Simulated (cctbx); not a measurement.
## From intensities to atoms

Cell a = 5.9700 Å, b = 5.9700 Å, c = 4.6260 Å, α = 90.00°, β = 90.00°, γ = 90.00°; space group I4/mcm (no. 140); content Ir8 Zn4.

Simulated single-crystal data (cctbx): Mo Kα, λ = 0.71073 Å, to d = 0.84 Å, 80 % of the full sphere, strongest reflection 70000 counts, noise from counting, a 4 % proportional error and a noise floor of 4 counts (s.d.); no absorption.

Charge flipping in P1 on plain amplitudes to 0.9 Å, δ = 0.9 σ, 10 % of the reflections treated as weak, 200 cycles:

```text
cycle      R  skewness
    0  0.538     0.77
   16  0.308     3.65
   32  0.279     3.53
   48  0.267     3.31
   64  0.274     3.35
   80  0.282     3.33
   96  0.276     3.30
  112  0.271     3.34
  128  0.268     3.39
  144  0.272     3.41
  160  0.259     3.22
  176  0.265     3.42
  192  0.276     3.35
origin shift          correlation  skewness
 0.035  0.323  0.143      0.970      5.22
 0.022  0.637  0.135      0.889      2.92
 0.234  0.857  0.138      0.815      2.09
 0.255 -0.013 -0.006      0.812      2.36
taken: symmetry correlation 0.970, skewness 5.22
peak      x       y       z  mult  height/sigma
Q1    0.1527  0.3473  0.5000    8     10.7
Q2    0.0000  0.0000  0.2500    4      2.7
Q3    0.0000  0.5000  0.1064    8      1.0
Q4    0.0000  0.0000  0.0000    4      0.9
Q5    0.0494  0.3377  0.0000   16      0.8
Q6    0.2057  0.2943  0.0000    8      0.7
Q7    0.9879  0.2102  0.1221   32      0.5
```

The origin is taken among those within 0.04 of the best correlation, by the skewness of the map.

Run time: 0.31 s on 1 thread of Arm Neoverse V2, on a shared host, peak memory 0.07 GiB.

Q: Assign the peaks.

Heights go roughly as Z and multiplicities must add up to the content. First model: Q1 = Ir1 (8 in the cell, height 10.7) and Q2 = Zn1 (4 in the cell, height 2.7). Against the true structure, Q1 is Ir and Q2 is Zn; the other peaks are not atoms.

Least squares on F², isotropic:

```text
Rint 0.030, 49 unique reflections to 0.84 A
cycle     R1     wR2    GooF  max shift (A)
   1  0.0830  0.2019  12.831   0.00176
   2  0.0270  0.1374   8.736   0.00000
final R1 0.0270 wR2 0.1374 GooF 8.736  parameters 3  data/parameter 16.3
atom        x        y        z      Ueq    occ   su(xyz)  su(Uiso or U11)
Ir1    0.15291  0.34709  0.50000   0.0096  1.000  0.00018  0.0015
Zn1    0.00000  0.00000  0.25000   0.0087  1.000  0.00000  0.0019
difference map: max 2.60 min -5.40 rms 0.68
Q1    0.0000  0.5000  0.0000    4    2.60  1.29 A from Ir1
Q2    0.0986  0.3118  0.5000   16    1.52  0.39 A from Ir1
Q3    0.0949  0.0949  0.2500   16    1.12  0.80 A from Zn1
Q4    0.1333  0.2667  0.3333   32    1.04  0.92 A from Ir1
Q5    0.1643  0.2262  0.0000   16    1.03  1.18 A from Ir1
```

Anisotropic refinement:

```text
Rint 0.030, 49 unique reflections to 0.84 A
cycle     R1     wR2    GooF  max shift (A)
   1  0.0270  0.1374   9.035   0.00278
   2  0.0065  0.0134   0.882   0.00000
final R1 0.0065 wR2 0.0134 GooF 0.882  parameters 6  data/parameter 8.2
atom        x        y        z      Ueq    occ   su(xyz)  su(Uiso or U11)
Ir1    0.15258  0.34742  0.50000   0.0080  1.000  0.00002  0.0002
Zn1    0.00000  0.00000  0.25000   0.0089  1.000  0.00000  0.0002
difference map: max 0.61 min -0.46 rms 0.19
Q1    0.1908  0.3092  0.3461   16    0.64  0.78 A from Ir1
Q2    0.0000  0.5000  0.0694    8    0.56  1.33 A from Ir1
Q3    0.1033  0.1414  0.1859   32    0.33  1.09 A from Zn1
Q4    0.9834  0.2083  0.0700   32    0.17  1.21 A from Ir1
Q5    0.0000  0.0000  0.0000    4    0.02  1.16 A from Zn1
Q6    0.1658  0.3342  0.0000    8   -0.02  1.53 A from Ir1
```

**Reading.** The refinement ends at R1 = 0.0065, wR2 = 0.0134, GooF = 0.88, with difference density between -0.46 and 0.61 e/Å³. Every site matches the true model in element, within 0.001 Å r.m.s., up to an allowed shift of origin.

True model:

```
atom  mult.       x       y    z  Ueq (Å²)
 Ir1      8  0.1526  0.3474    0    0.0078
 Zn1      4       0       0  3/4    0.0089
```

The model was made for the exercise: a known structure type with other elements put in, its volume estimated, not relaxed; displacement parameters are assumed.

[Middle refinement cycles are left out of these outputs.]

[Logs are printed without paths, hosts, clocks, repeated set-up lines and the standing remarks that a program may print on its own settings, such as how far it seeks lower states.]
